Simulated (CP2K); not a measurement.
Two runs for the N K edge of 3-cyanopyrrole. Run A: CP2K XAS_TDP, all-electron GAPW, PBEh(45%), aug-cc-pVDZ, TDA, no relativity. Run B differs in one setting.

First lines with a strength over 0.0015. A:

```tsv
atom	energy (eV)	states	strength, one atom
N1 (bonded to C)	395.51	2	0.1038
	400.27	2	0.0017
	401.23	1	0.0065
	401.39	1	0.0019
	401.43	1	0.0022
N6 (bonded to 2 C and H)	398.11	1	0.0350
	399.43	1	0.0156
	402.06	2	0.0037
	402.26	1	0.0066
	402.47	1	0.0093
```

B:

```tsv
atom	energy (eV)	states	strength, one atom
N1 (bonded to C)	379.38	1	0.0119
	380.12	1	0.0051
	380.60	1	0.0016
	380.70	1	0.0050
	380.81	1	0.0244
N6 (bonded to 2 C and H)	381.86	1	0.0099
	382.29	1	0.0036
	382.66	1	0.0115
	385.05	1	0.0017
	385.90	1	0.0019
```

Question: Which was it: the functional, scalar relativity switched on, the basis, GW2X switched on?

The functional (functional from PBEh(45%) to PBE; the lines alone don't name the new value). A functional moves all lines by electronvolts and changes their spacings and strengths. Against PBEh(45%) in aug-cc-pVDZ, the leading lines move by -16.13 eV (N1, to 379.38) and -16.25 eV (N6, to 381.86); the strength of N1's goes from 0.1038 to 0.0119, so the two may not be the same state. The next line of N1 over the strength cut lies 0.74 eV higher, against 4.76.

[Banner, clock and machine lines of the logs are left out without a mark of their own.]

[Logs are printed without paths, hosts, clocks, repeated set-up lines and the standing remarks that a program may print on its own settings, such as how far it seeks lower states.]

[Hosts, paths, dates, database ids (printed as entryN), source tags and the programs' standing remarks are cut or masked in the printed files.]
